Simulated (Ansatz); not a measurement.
## Work function of Rh(100): what the settings cost and change

Aim: the work function of Rh(100) across levels of theory at one geometry.

Calculated with Ansatz 0.2.0; plane-wave DFT, PBE, Ansatz PAW, in the first sound run; inputs show where later runs differ.

**Measured values to reproduce.**

For Rh (clean (100) face, a compiled value), “Anisotropic work function of elemental crystals” (2019, arxiv:1902.07811) quotes earlier work: work function (clean (100) face, a compiled value) 5.3 eV.

This is a report of a sequence of runs, with most program output left out.

## (1) The structure

The cell holds 7 atoms: 7 Rh. Its edges and angles: a = 2.687 Å, b = 2.687 Å, c = 29.400 Å, α = 90.0°, β = 90.0°, γ = 90.0°. Vacuum lies along c.

## (2) Run, setting PBE, Ansatz PAW (420 eV)

A work function rests on the faint tail of the density, so the SCF threshold is tight. PBE on the default files comes first; the next runs keep the geometry and change functional or files, each at the cutoff that its files recommend; a relaxation and, for heavy metals, spin-orbit coupling close the ladder.

input.yaml reads:

```yaml
crystal:
  lattice:
    - [2.6870057685, 0.0, 0.0]
    - [0.0, 2.6870057685, 0.0]
    - [0.0, 0.0, 29.4]
  atoms:
    - { symbol: Rh, position: [0.0, 0.0, 0.306122449] }
    - { symbol: Rh, position: [0.5, 0.5, 0.3707482993] }
    - { symbol: Rh, position: [0.0, 0.0, 0.4353741497] }
    - { symbol: Rh, position: [0.5, 0.5, 0.5] }
    - { symbol: Rh, position: [0.0, 0.0, 0.5646258503] }
    - { symbol: Rh, position: [0.5, 0.5, 0.6292517007] }
    - { symbol: Rh, position: [0.0, 0.0, 0.693877551] }
kpoints:
  mp_grid: { grid: [15, 15, 1] }
hamiltonian:
  xc: pbe
scf:
  occupations: { method: fermi_dirac, width: 0.1 }
  convergence: { dr2_threshold: 1.0e-09 }
efield:
  axis: 3
  dipole_correction: true
  ramp_position: 0.97
  ramp_width: 0.06
output:
  write_potential: true
  write_density: true
  volumetric_format: npy
  elf: true
```

Command:

```console
$ ansatz run input.yaml --threads 4 --pin off --max-ram 6144MiB --backend cpu --events-out ev --progress --plain --runs-dir out
```

Elapsed: 43 s, on 4 threads of Arm Neoverse N1, shared host; peak memory 0.9 GiB.

Numbers from this step:

| Property | Result |
| --- | --- |
| energy at zero smearing | -44818.0103 eV |
| work function, upper face | 5.055 eV |

Running mean over 1.9 Å of the planar mean; the ramp of the sawtooth is left out. Table of electron's electrostatic potential energy less the Fermi level by z:

```
z (Å)  electron's electrostatic potential energy less the Fermi level (eV)
  3.5                                                                 5.05
  4.0                                                                 5.05
  4.5                                                                 5.05
  5.0                                                                 5.05
  5.5                                                                 5.04
  6.0                                                                 5.00
  6.5                                                                 4.87
  7.0                                                                 4.36
  7.5                                                                 2.23
  8.0                                                                -3.61
  8.5                                                                -9.83
  9.0                                                                -12.4
  9.5                                                                -12.8
 10.0                                                                -13.0
 10.5                                                                -13.1
 11.0                                                                -13.2
 11.5                                                                -13.2
 12.0                                                                -13.2
 12.5                                                                -13.2
 13.0                                                                -13.2
 13.5                                                                -13.2
 14.0                                                                -13.2
 14.5                                                                -13.2
 15.0                                                                -13.2
 15.5                                                                -13.2
 16.0                                                                -13.2
 16.5                                                                -13.2
 17.0                                                                -13.2
 17.5                                                                -13.2
 18.0                                                                -13.2
 18.5                                                                -13.2
 19.0                                                                -13.1
 19.5                                                                -13.0
 20.0                                                                -12.8
 20.5                                                                -12.2
 21.0                                                                -8.82
 21.5                                                                -2.24
 22.0                                                                 2.90
 22.5                                                                 4.53
 23.0                                                                 4.91
 23.5                                                                 5.02
 24.0                                                                 5.04
 24.5                                                                 5.05
 25.0                                                                 5.05
 25.5                                                                 5.05
 26.0                                                                 5.05
```

ELF in the ca plane at fractional y = 0.000, with atoms of Rh within 0.2 Å of it. It is the smooth field of the valence electrons, not physical close to the nuclei.

Ten even steps from '0' (0.00) to '9' (0.77), each cell a mean:
```
97322223799842222259996322224799852100000000
74332233477533223236774332233577632100000000
32333333234333333323432333333334322100000000
23333333333333333333333333333323332100000000
22333333233233333332333333333233322100000000
53332333356423333334653332233466422100000000
86322223689742222248985322223799742100000000
97322224899952222269997322224899952100000000
```
Columns run along c (16.0 Å, from fractional 0.32 to 0.86 of the cell), rows up along a (2.7 Å). Atoms in or near the plane, at fractional coordinates: Rh at (0.44, 0.00), Rh at (0.56, 0.00), Rh at (0.69, 0.00).

Electrostatic potential energy in the ca plane at fractional y = 0.000, with atoms of Rh within 0.2 Å of it. With pseudopotentials it is smooth inside the atoms' cores, unlike the true potential.

Ten even steps from '0' (-78 eV) to '9' (12 eV), each cell a mean:
```
04899998300279999961005899997300279999999999
37999998633589999974347999998633589999999999
78999999877899999998779999999877899999999999
99999999999999999999999999999999999999999999
89999999988999999998889999999988999999999999
58999999755689999986558999999755799999999999
15899998410379999962015899998411389999999999
03899997300169999850004899997200179999999999
```
Columns run along c (16.0 Å, from fractional 0.32 to 0.86 of the cell; values clipped at the 3rd and 97th percentile), rows up along a (2.7 Å). Atoms in or near the plane, at fractional coordinates: Rh at (0.44, 0.00), Rh at (0.56, 0.00), Rh at (0.69, 0.00).

Valence density in the ca plane at fractional y = 0.000, with atoms of Rh within 0.2 Å of it. It is the smooth field of the valence electrons, not physical close to the nuclei.

Ten even steps from '0' (0 e/Å³) to '9' (14 e/Å³), each cell a mean:
```
62000000268410000015862000000377300000000000
21000000123100000002320000000133100000000000
00000000000000000000000000000000000000000000
00000000000000000000000000000000000000000000
00000000000000000000000000000000000000000000
10000000012000000001210000000011000000000000
41000000256300000013641000000255200000000000
83000000389510000016972000000489400000000000
```
Columns run along c (16.0 Å, from fractional 0.32 to 0.86 of the cell), rows up along a (2.7 Å). Atoms in or near the plane, at fractional coordinates: Rh at (0.44, 0.00), Rh at (0.56, 0.00), Rh at (0.69, 0.00).

The work function is 5.055 eV.

## (3) Run

This step: plane-wave DFT, LDA, Ansatz PAW (Ansatz 0.2.0).

input.yaml: that of step 2 with these lines changed.

```diff
@@ -16,3 +16,3 @@
 hamiltonian:
-  xc: pbe
+  xc: lda
 scf:
@@ -29,2 +29 @@
   volumetric_format: npy
-  elf: true
```

The job ended after 45 s (4 threads; peak memory 0.9 GiB).

The work function is 5.441 eV, +0.386 eV from the run “PBE, Ansatz PAW (420 eV)”, at 1.0 times its CPU time.

## (4) Slab

This step: plane-wave DFT, PBEsol, Ansatz PAW (Ansatz 0.2.0).

input.yaml: that of step 3 with these lines changed.

```diff
@@ -16,3 +16,3 @@
 hamiltonian:
-  xc: lda
+  xc: pbesol
 scf:
```

Elapsed: 53 s, on 4 threads; peak memory 0.9 GiB.

The work function is 5.180 eV, +0.125 eV from the run “PBE, Ansatz PAW (420 eV)”, at 1.1 times its CPU time.

## (5) Run

This step: plane-wave DFT, RPBE, Ansatz PAW (Ansatz 0.2.0).

input.yaml: that of step 4 with these lines changed.

```diff
@@ -16,3 +16,3 @@
 hamiltonian:
-  xc: pbesol
+  xc: rpbe
 scf:
```

Run time: 58 s. Hardware: 4 threads; peak memory 0.9 GiB; 3.1 min of CPU time.

The work function is 4.874 eV, -0.181 eV from the run “PBE, Ansatz PAW (420 eV)”, at 1.1 times its CPU time.

## (6) Run

This step: plane-wave DFT, r2SCAN, Ansatz PAW (Ansatz 0.2.0).

input.yaml: that of step 5 with these lines changed.

```diff
@@ -16,3 +16,3 @@
 hamiltonian:
-  xc: rpbe
+  xc: r2scan
 scf:
```

Wall time 2.3 min (4 threads); peak memory 1.3 GiB.

The work function is 5.063 eV, +0.008 eV from the run “PBE, Ansatz PAW (420 eV)”, at 2.6 times its CPU time.

## (7) Run

This step: plane-wave DFT, PBE, JTH PAW (Ansatz 0.2.0).

input.yaml: that of step 6 with these lines changed.

```diff
@@ -16,3 +16,4 @@
 hamiltonian:
-  xc: r2scan
+  xc: pbe
+  pseudopotentials: { kind: paw, source: jth }
 scf:
```

It took 11 min on 4 threads; peak memory 5.2 GiB; 36 min of CPU time.

The work function is 5.057 eV, +0.002 eV from the run “PBE, Ansatz PAW (420 eV)”, at 13 times its CPU time.

## (8) Slab

This step: plane-wave DFT, PBE, norm-conserving (Ansatz 0.2.0).

input.yaml: that of step 7 with these lines changed.

```diff
@@ -17,3 +17,3 @@
   xc: pbe
-  pseudopotentials: { kind: paw, source: jth }
+  pseudopotentials: { kind: nc }
 scf:
```

Run time: 3.5 min. Hardware: 4 threads; peak memory 3 GiB.

The work function is 5.056 eV, +0.001 eV from the run “PBE, Ansatz PAW (420 eV)”, at 4.4 times its CPU time.

## (9) Run

This step: plane-wave DFT, LDA, norm-conserving (Ansatz 0.2.0).

input.yaml: that of step 8 with these lines changed.

```diff
@@ -16,3 +16,3 @@
 hamiltonian:
-  xc: pbe
+  xc: lda
   pseudopotentials: { kind: nc }
```

The job ended after 3.3 min (4 threads; peak memory 3 GiB).

The work function is 5.443 eV, +0.388 eV from the run “PBE, Ansatz PAW (420 eV)”, at 4.0 times its CPU time.

## (10) Run, setting PBE, all layers relaxed

This step: plane-wave DFT, PBE, Ansatz PAW (Ansatz 0.2.0).

input.yaml: that of step 9 with these lines changed.

```diff
@@ -16,4 +16,3 @@
 hamiltonian:
-  xc: lda
-  pseudopotentials: { kind: nc }
+  xc: pbe
 scf:
@@ -26,2 +25,5 @@
   ramp_width: 0.06
+relax:
+  f_tol: 0.01
+  max_steps: 40
 output:
```

It took 2.6 min on 4 threads; peak memory 0.8 GiB; 8 min of CPU time.

The relaxation took 4 steps and lowered the energy by 0.032 eV; the largest force on the free atoms ends at 0.0049 eV/Å.

The work function is 5.066 eV, +0.011 eV from the run “PBE, Ansatz PAW (420 eV)”, at 2.9 times its CPU time.

## (11) Slab

This step: plane-wave DFT, PBE, fully relativistic PAW with spin-orbit coupling (Ansatz 0.2.0).

input.yaml: that of step 10 with these lines changed.

```diff
@@ -17,2 +17,3 @@
   xc: pbe
+  pseudopotentials: { kind: paw_fr }
 scf:
@@ -25,5 +26,5 @@
   ramp_width: 0.06
-relax:
-  f_tol: 0.01
-  max_steps: 40
+magnetization:
+  noncollinear: true
+  spin_orbit: true
 output:
```

Elapsed: 6.2 min, on 4 threads; peak memory 3.5 GiB; 22 min of CPU time.

The work function is 5.050 eV, -0.005 eV from the run “PBE, Ansatz PAW (420 eV)”, at 7.9 times its CPU time.

## (12) Side by side

Times are for 4 threads of Arm Neoverse N1, shared host. The series side by side:

```
no.                                setting  work function, upper face (eV)     time  memory (GiB)
  1               PBE, Ansatz PAW (420 eV)                           5.055     43 s          0.90
  2               LDA, Ansatz PAW (420 eV)                           5.441     45 s          0.90
  3            PBEsol, Ansatz PAW (420 eV)                           5.180     53 s          0.90
  4              RPBE, Ansatz PAW (420 eV)                           4.874     58 s          0.90
  5            r2SCAN, Ansatz PAW (500 eV)                           5.063  2.3 min           1.3
  6                 PBE, JTH PAW (2100 eV)                           5.057   11 min           5.2
  7         PBE, norm-conserving (1197 eV)                           5.056  3.5 min           3.0
  8         LDA, norm-conserving (1197 eV)                           5.443  3.3 min           3.0
  9                PBE, all layers relaxed                           5.066  2.6 min          0.80
 10  PBE with spin-orbit coupling (420 eV)                           5.050  6.2 min           3.5
```

## (13) A changed input

This step: plane-wave DFT, PBE, Ansatz PAW (Ansatz 0.2.0).

An input spoilt on purpose, to show how the run answers: it repeats the earlier run “PBE, Ansatz PAW (420 eV)” with scf.max_iter to 3; its output block differs too.

input.yaml: that of step 11 with these lines changed.

```diff
@@ -17,3 +17,2 @@
   xc: pbe
-  pseudopotentials: { kind: paw_fr }
 scf:
@@ -21,2 +20,3 @@
   convergence: { dr2_threshold: 1.0e-09 }
+  max_iter: 3
 efield:
@@ -26,5 +26,2 @@
   ramp_width: 0.06
-magnetization:
-  noncollinear: true
-  spin_orbit: true
 output:
```

Wall time 36 s (4 threads); peak memory 0.72 GiB.

The run stopped without converging, so none of its numbers is a property of the system.

The program's message: “Error: did not converge after 3 iterations: dr2 = 5.90e-3 (threshold 1.00e-9), under the density mixer `msr1`, which `scf.mixing.algorithm: auto` chose by the deck's other keys (type `scf.mixing.algor …”

The fault put into the input: too few SCF iterations.

## (14) What came out

| Quantity | Value |
| --- | --- |
| work function, PBE, Ansatz PAW (420 eV) | 5.055 eV |
| work function, LDA, Ansatz PAW (420 eV) | 5.441 eV |
| work function, RPBE, Ansatz PAW (420 eV) | 4.874 eV |
| work function, r2SCAN, Ansatz PAW (500 eV) | 5.063 eV |
| work function, LDA, norm-conserving (1197 eV) | 5.443 eV |
| work function, PBE, all layers relaxed | 5.066 eV |
| work function, PBE with spin-orbit coupling (420 eV) | 5.050 eV |

What this shows: PBE on the default files gives 5.05 eV, and the settings tried spread the value from 4.87 to 5.44 eV. At one geometry LDA lies 0.39 eV above PBE. The choice of pseudopotentials moves the PBE value by 0.002 eV. Relaxing the layers changes it by +0.011 eV. Spin-orbit coupling, on the fully relativistic files, changes it by -0.00 eV. The ladder's slabs use the tabulated experimental lattice constant (two decimals; a low-temperature value for the alkali metals).

Comparison with the measured values:

| quantity | measured | PBE, Ansatz PAW (420 eV) | PBEsol, Ansatz PAW (420 eV) | RPBE, Ansatz PAW (420 eV) | LDA, norm-conserving (1197 eV) | PBE, all layers relaxed | PBE with spin-orbit coupling (420 eV) |
| --- | --- | --- | --- | --- | --- | --- | --- |
| work function (clean (100) face, a compiled value) (eV) | 5.3 | 5.05 (-0.25 eV) | 5.18 (-0.12 eV) | 4.87 (-0.43 eV) | 5.44 (+0.14 eV) | 5.07 (-0.23 eV) | 5.05 (-0.25 eV) |

Of 8 levels, the nearest, the farthest and some others are shown.

Measured values from arxiv:1902.07811 (2019).

Verdict: For the work function, of the levels listed nearest comes PBEsol, Ansatz PAW (420 eV) (-0.12 eV, good agreement) and farthest RPBE, Ansatz PAW (420 eV) (-0.43 eV, a clear miss). The grades are ours: good and fair within 3 and 7 % for the work function.

[Logs are printed without paths, hosts, clocks, repeated set-up lines and the standing remarks that a program may print on its own settings, such as how far it seeks lower states.]

[Hosts, paths, dates, database ids (printed as entryN), source tags and the programs' standing remarks are cut or masked in the printed files.]

[Maps of the electrostatic potential energy from Ansatz leave out the sawtooth potential of an applied field or a dipole correction, so their vacuum need not be flat; planar profiles and work functions include it.]
